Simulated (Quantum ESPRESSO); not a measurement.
# NiAgO2: parallel and opposed starts, part 2 of 3

Aim: find out which collinear order of NiAgO2 costs least.

Quantum ESPRESSO 7.5; LDA with U = 6 eV on Ni d (ortho-atomic projectors); plane waves with GBRV 1.5 LDA potentials, no spin-orbit coupling.

So far: Starting point; Run 1, typed as ferro ++.

## 3. Run 2 (antiferro +−)

File pw.in:

```
&CONTROL
  calculation = 'scf'
  prefix = 'pwscf'
  outdir = './tmp'
  pseudo_dir = './pseudo'
  disk_io = 'nowf'
/
&SYSTEM
  ibrav = 0
  celldm(1) = 8
  nat = 8
  ntyp = 4
  ecutwfc = 40
  ecutrho = 280
  nbnd = 62
  occupations = 'smearing'
  smearing = 'fd'
  degauss = 0.00367493
  nspin = 2
  starting_magnetization(1) = 0.1111
  starting_magnetization(2) = -0.1111
  starting_magnetization(3) = 0
  starting_magnetization(4) = 0
/
&ELECTRONS
  conv_thr = 1.6d-08
  electron_maxstep = 150
  mixing_beta = 0.3
/
ATOMIC_SPECIES
Ni1    58.6934 ni_lda_v1.4.uspp.F.UPF
Ni2    58.6934 ni_lda_v1.4.uspp.F.UPF
Ag    107.8682 ag_lda_v1.4.uspp.F.UPF
O      15.9990 o_lda_v1.2.uspp.F.UPF
CELL_PARAMETERS alat
   0.7084495780681    0.0000000000000    0.0000000000000
  -0.3542247890223    0.6135353318995    0.0000000000000
   0.0000000000000    0.0000000000000    2.9090271524980
ATOMIC_POSITIONS crystal
Ni1     0.0000000000    0.0000000000    0.5000000000
Ni2     0.0000000000    0.0000000000    0.0000000000
Ag      0.6666666700    0.3333333300    0.7500000000
Ag      0.3333333300    0.6666666700    0.2500000000
O       0.3333333300    0.6666666700    0.4180620000
O       0.6666666700    0.3333333300    0.9180620000
O       0.6666666700    0.3333333300    0.5819380000
O       0.3333333300    0.6666666700    0.0819380000
K_POINTS automatic
8 8 2 0 0 0
HUBBARD {ortho-atomic}
U Ni1-3d 6.0000
U Ni2-3d 6.0000
```

Command:

```
> OMP_NUM_THREADS=1 mpirun -n 4 pw.x -nk 4 -in pw.in > pw.out
```

Log:

```text
[banner, memory and clock lines left out]
Program PWSCF v.7.5 starts

     Message from routine setup:
     using ibrav=0 with symmetry is DISCOURAGED, use correct ibrav instead

     bravais-lattice index     =            0
     lattice parameter (alat)  =       8.0000  a.u.
     unit-cell volume          =     647.3904 (a.u.)^3
     number of atoms/cell      =            8
     number of atomic types    =            4
     number of electrons       =        98.00
     number of Kohn-Sham states=           62
     kinetic-energy cutoff     =      40.0000  Ry
     charge density cutoff     =     280.0000  Ry
     scf convergence threshold =      1.6E-08
     mixing beta               =       0.3000
     number of iterations used =            8  plain     mixing
     Exchange-correlation= SLA  PZ   NOGX NOGC
                           (   1   1   0   0   0   0   0)
     Hubbard projectors: ortho-atomic
     Hubbard parameters of DFT+U (Dudarev formulation) in eV:
     U(Ni1-3d) =  6.0000
     U(Ni2-3d) =  6.0000

     Internal variables: lda_plus_u =T, lda_plus_u_kind = 0

     Internal variables: orbital_resolved =F, hub_pot_fix =F, apply_U = F

     celldm(1)=   8.000000  celldm(2)=   0.000000  celldm(3)=   0.000000
     celldm(4)=   0.000000  celldm(5)=   0.000000  celldm(6)=   0.000000

     crystal axes: (cart. coord. in units of alat)
               a(1) = (   0.708450   0.000000   0.000000 )
               a(2) = (  -0.354225   0.613535   0.000000 )
               a(3) = (   0.000000   0.000000   2.909027 )

     reciprocal axes: (cart. coord. in units 2 pi/alat)
               b(1) = (  1.411533  0.814949 -0.000000 )
               b(2) = (  0.000000  1.629898  0.000000 )
               b(3) = (  0.000000 -0.000000  0.343758 )

     PseudoPot. # 1 for Ni read from file:
     ni_lda_v1.4.uspp.F.UPF
     Pseudo is Ultrasoft + core correction, Zval = 18.0

     PseudoPot. # 2 for Ni read from file:
     ni_lda_v1.4.uspp.F.UPF
     Pseudo is Ultrasoft + core correction, Zval = 18.0

     PseudoPot. # 3 for Ag read from file:
     ag_lda_v1.4.uspp.F.UPF
     Pseudo is Ultrasoft + core correction, Zval = 19.0

     PseudoPot. # 4 for O  read from file:
     o_lda_v1.2.uspp.F.UPF
     Pseudo is Ultrasoft + core correction, Zval =  6.0

     atomic species   valence    mass     pseudopotential
     Ni1              18.00    58.69340     Ni( 1.00)
     Ni2              18.00    58.69340     Ni( 1.00)
     Ag               19.00   107.86820     Ag( 1.00)
     O                 6.00    15.99900     O ( 1.00)

     Starting magnetic structure
     atomic species   magnetization
     Ni1             0.111
     Ni2            -0.111
     Ag              0.000
     O               0.000

     12 Sym. Ops., with inversion, found

   Cartesian axes

     site n.     atom                  positions (alat units)
         1        Ni1    tau(   1) = (   0.0000000   0.0000000   1.4545136  )
         2        Ni2    tau(   2) = (   0.0000000   0.0000000   0.0000000  )
         3        Ag     tau(   3) = (   0.3542248   0.2045118   2.1817704  )
         4        Ag     tau(   4) = (  -0.0000000   0.4090236   0.7272568  )
         5        O      tau(   5) = (  -0.0000000   0.4090236   1.2161537  )
         6        O      tau(   6) = (   0.3542248   0.2045118   2.6706673  )
         7        O      tau(   7) = (   0.3542248   0.2045118   1.6928734  )
         8        O      tau(   8) = (  -0.0000000   0.4090236   0.2383599  )

     number of k points=    20  Fermi-Dirac smearing, width (Ry)=  0.0037
                       cart. coord. in units 2pi/alat
        k(    1) = (   0.0000000   0.0000000   0.0000000), wk =   0.0078125
        k(    2) = (   0.0000000   0.0000000  -0.1718788), wk =   0.0078125
        k(    3) = (   0.0000000   0.2037372   0.0000000), wk =   0.0468750
        k(    4) = (   0.0000000   0.2037372  -0.1718788), wk =   0.0468750
        k(    5) = (   0.0000000   0.4074745   0.0000000), wk =   0.0468750
        [... 15 further k-points ...]

     Dense  grid:    51111 G-vectors     FFT dimensions: (  32,  32, 125)

     Smooth grid:    22245 G-vectors     FFT dimensions: (  24,  24,  96)

     Check: negative core charge=   -0.000008
     Generating pointlists ...
     new r_m :   0.1953 (alat units)  1.5622 (a.u.) for type    1
     new r_m :   0.1953 (alat units)  1.5622 (a.u.) for type    2
     new r_m :   0.2017 (alat units)  1.6134 (a.u.) for type    3
     new r_m :   0.1953 (alat units)  1.5622 (a.u.) for type    4

     Initial potential from superposition of free atoms

     starting charge      92.9999, renormalised to      98.0000

     STARTING HUBBARD OCCUPATIONS:

     =================== HUBBARD OCCUPATIONS ===================
     ------------------------ ATOM    1 ------------------------
     Tr[ns(  1)] (up, down, total) =   5.00000  3.00000  8.00000
     Atomic magnetic moment for atom   1 =   2.00000
     [... lines left out ...]
     ------------------------ ATOM    2 ------------------------
     Tr[ns(  2)] (up, down, total) =   3.00000  5.00000  8.00000
     Atomic magnetic moment for atom   2 =  -2.00000
     [... lines left out ...]
     Number of occupied Hubbard levels =   16.0000

     Atomic wfc used for Hubbard projectors are orthogonalized

     Starting wfcs are   68 randomized atomic wfcs

     Self-consistent Calculation

     iteration #  1     ecut=    40.00 Ry     beta= 0.30
     Davidson diagonalization with overlap
     ethr =  1.00E-02,  avg # of iterations =  3.6

     =================== HUBBARD OCCUPATIONS ===================
     ------------------------ ATOM    1 ------------------------
     Tr[ns(  1)] (up, down, total) =   4.76443  4.52614  9.29057
     Atomic magnetic moment for atom   1 =   0.23829
     [... lines left out ...]
     ------------------------ ATOM    2 ------------------------
     Tr[ns(  2)] (up, down, total) =   4.52749  4.76469  9.29218
     Atomic magnetic moment for atom   2 =  -0.23719
     [... lines left out ...]
     Number of occupied Hubbard levels =   18.5828

     total energy              =   -1368.16709975 Ry
     estimated scf accuracy    <     101.45356967 Ry

     total magnetization       =     0.00 Bohr mag/cell
     absolute magnetization    =     1.16 Bohr mag/cell

     iteration #  2     ecut=    40.00 Ry     beta= 0.30
     Davidson diagonalization with overlap
     ethr =  1.00E-02,  avg # of iterations =  4.5

     total energy              =   -1384.26650409 Ry
     estimated scf accuracy    <     248.87594686 Ry

     total magnetization       =     0.00 Bohr mag/cell
     absolute magnetization    =     0.19 Bohr mag/cell

     [... further iterations left out ...]

     iteration # 24     ecut=    40.00 Ry     beta= 0.30
     Davidson diagonalization with overlap
     ethr =  5.64E-11,  avg # of iterations =  1.7

     total energy              =   -1406.33790910 Ry
     estimated scf accuracy    <       0.00000005 Ry

     total magnetization       =    -0.00 Bohr mag/cell
     absolute magnetization    =     3.41 Bohr mag/cell

     iteration # 25     ecut=    40.00 Ry     beta= 0.30
     Davidson diagonalization with overlap
     ethr =  5.12E-11,  avg # of iterations =  1.1

     Magnetic moment per site  (integrated on atomic sphere of radius R)
     atom   1 (R=0.195)  charge= 15.4184  magn=  1.3392
     atom   2 (R=0.195)  charge= 15.4204  magn= -1.3392
     atom   3 (R=0.202)  charge= 15.3133  magn= -0.0000
     atom   4 (R=0.202)  charge= 15.3133  magn= -0.0000
     atom   5 (R=0.195)  charge=  5.3900  magn= -0.1297
     atom   6 (R=0.195)  charge=  5.3896  magn=  0.1297
     atom   7 (R=0.195)  charge=  5.3900  magn= -0.1297
     atom   8 (R=0.195)  charge=  5.3896  magn=  0.1297

     End of self-consistent calculation

     =================== HUBBARD OCCUPATIONS ===================
     ------------------------ ATOM    1 ------------------------
     Tr[ns(  1)] (up, down, total) =   4.78517  3.42101  8.20618
     Atomic magnetic moment for atom   1 =   1.36415
     [... lines left out ...]
     ------------------------ ATOM    2 ------------------------
     Tr[ns(  2)] (up, down, total) =   3.42110  4.78511  8.20621
     Atomic magnetic moment for atom   2 =  -1.36401
     [... lines left out ...]
     Number of occupied Hubbard levels =   16.4124

     [... lines left out ...]
     the Fermi energy is    10.8401 ev

!    total energy              =   -1406.33790911 Ry
     estimated scf accuracy    <       0.00000001 Ry
     smearing contrib. (-TS)   =      -0.00401075 Ry
     internal energy E=F+TS    =   -1406.33389836 Ry

     The total energy is F=E-TS. E is the sum of the following terms:
     one-electron contribution =    -834.88772005 Ry
     hartree contribution      =     463.08321584 Ry
     xc contribution           =    -155.41931925 Ry
     ewald contribution        =    -879.36213339 Ry
     Hubbard energy            =       0.25205850 Ry

     total magnetization       =     0.00 Bohr mag/cell
     absolute magnetization    =     3.41 Bohr mag/cell

     convergence has been achieved in  25 iterations
```

Elapsed: 93 s, on 4 MPI ranks of Arm Neoverse V1, shared host; peak memory 0.69 GiB.

Spin moment in the atom's sphere by atom:

| atom | spin moment in the atom's sphere (μB) |
| --- | --- |
| Ni1 | 1.34 |
| Ni2 | -1.34 |
| Ag3 | 0.00 |
| Ag4 | 0.00 |
| O5 | -0.13 |
| O6 | 0.13 |
| O7 | -0.13 |
| O8 | 0.13 |

Read from the output:

| Quantity | Value |
| --- | --- |
| smearing term TS | 0.05457 eV |
| magnetization | 0 μB |
| absolute magnetization | 3.41 μB |
| final state | antiferromagnetic |

## 4. Energies of the orders

An order is kept where moments of 0.15 μB or more survive with the typed signs; meshes match where a doubled cell samples the same k points as the first cell.

Orders:

| start | final state | typed order kept | energy over the lowest (meV a seeded atom) | largest site moment (μB) | net moment (μB a cell of the first run) | mesh matched | CPU time (s) |
| --- | --- | --- | --- | --- | --- | --- | --- |
| ferro ++ | ferromagnetic | yes | 0 | 1.342 | 2 | yes | 297 |
| antiferro +- | antiferromagnetic | yes | 24.99 | 1.339 | 0 | yes | 369.7 |

## 5. The lowest state again, with its states saved

pw.in, as its differences from that of step 3:

```diff
@@ -5,3 +5,3 @@
   pseudo_dir = './pseudo'
-  disk_io = 'nowf'
+  disk_io = 'low'
 /
@@ -11,6 +11,6 @@
   nat = 8
-  ntyp = 4
+  ntyp = 3
   ecutwfc = 40
   ecutrho = 280
-  nbnd = 62
+  nbnd = 68
   occupations = 'smearing'
@@ -20,5 +20,4 @@
   starting_magnetization(1) = 0.1111
-  starting_magnetization(2) = -0.1111
+  starting_magnetization(2) = 0
   starting_magnetization(3) = 0
-  starting_magnetization(4) = 0
 /
@@ -30,4 +29,3 @@
 ATOMIC_SPECIES
-Ni1    58.6934 ni_lda_v1.4.uspp.F.UPF
-Ni2    58.6934 ni_lda_v1.4.uspp.F.UPF
+Ni     58.6934 ni_lda_v1.4.uspp.F.UPF
 Ag    107.8682 ag_lda_v1.4.uspp.F.UPF
@@ -39,4 +37,4 @@
 ATOMIC_POSITIONS crystal
-Ni1     0.0000000000    0.0000000000    0.5000000000
-Ni2     0.0000000000    0.0000000000    0.0000000000
+Ni      0.0000000000    0.0000000000    0.5000000000
+Ni      0.0000000000    0.0000000000    0.0000000000
 Ag      0.6666666700    0.3333333300    0.7500000000
@@ -50,3 +48,2 @@
 HUBBARD {ortho-atomic}
-U Ni1-3d 6.0000
-U Ni2-3d 6.0000
+U Ni-3d 6.0000
```

Log:

```text
     [... lines left out ...]
Program PWSCF v.7.5 starts
     [... lines left out ...]
     number of atoms/cell      =            8
     [... lines left out ...]
     number of electrons       =        98.00
     number of Kohn-Sham states=           68
     kinetic-energy cutoff     =      40.0000  Ry
     charge density cutoff     =     280.0000  Ry
     scf convergence threshold =      1.6E-08
     [... lines left out ...]
     24 Sym. Ops., with inversion, found (12 have fractional translation)
     [... lines left out ...]
     number of k points=    20  Fermi-Dirac smearing, width (Ry)=  0.0037
     [... lines left out ...]
     iteration # 19     ecut=    40.00 Ry     beta= 0.30
     [... lines left out ...]
     Magnetic moment per site  (integrated on atomic sphere of radius R)
     atom   1 (R=0.195)  charge= 15.4202  magn=  1.3421
     atom   2 (R=0.195)  charge= 15.4202  magn=  1.3421
     atom   3 (R=0.202)  charge= 15.3136  magn= -0.1002
     atom   4 (R=0.202)  charge= 15.3136  magn= -0.1002
     atom   5 (R=0.195)  charge=  5.3909  magn= -0.1344
     atom   6 (R=0.195)  charge=  5.3909  magn= -0.1344
     atom   7 (R=0.195)  charge=  5.3909  magn= -0.1344
     atom   8 (R=0.195)  charge=  5.3909  magn= -0.1344
     [... lines left out ...]
     Tr[ns(  1)] (up, down, total) =   4.78721  3.41997  8.20718
     [... lines left out ...]
     Tr[ns(  2)] (up, down, total) =   4.78721  3.41997  8.20718
     [... lines left out ...]
     the Fermi energy is    10.8148 ev
!    total energy              =   -1406.34158186 Ry
     estimated scf accuracy    <          4.7E-09 Ry
     smearing contrib. (-TS)   =      -0.00208765 Ry
     [... lines left out ...]
     total magnetization       =     2.00 Bohr mag/cell
     absolute magnetization    =     3.64 Bohr mag/cell
     convergence has been achieved in  19 iterations
```

Wall time 79 s (4 MPI ranks); peak memory 0.65 GiB; 5.3 min of CPU time.

Numbers from this step:

- smearing term TS: 0.02840 eV
- magnetization: 2 μB
- absolute magnetization: 3.637 μB
- final state: ferromagnetic
- largest moment: 1.342 μB

(Continued in part 3 of 3.)

[Logs and program files are shortened in this print: banners, set-up blocks, solver, clock and traceback lines can be left out without a mark of their own.]

[Logs are printed without paths, hosts, clocks, repeated set-up lines and the standing remarks that a program may print on its own settings, such as how far it seeks lower states.]

[Hosts, paths, dates, database ids (printed as entryN), source tags and the programs' standing remarks are cut or masked in the printed files.]

[Where a cell is said to come from a database of computed structures, the database is the Materials Project.]
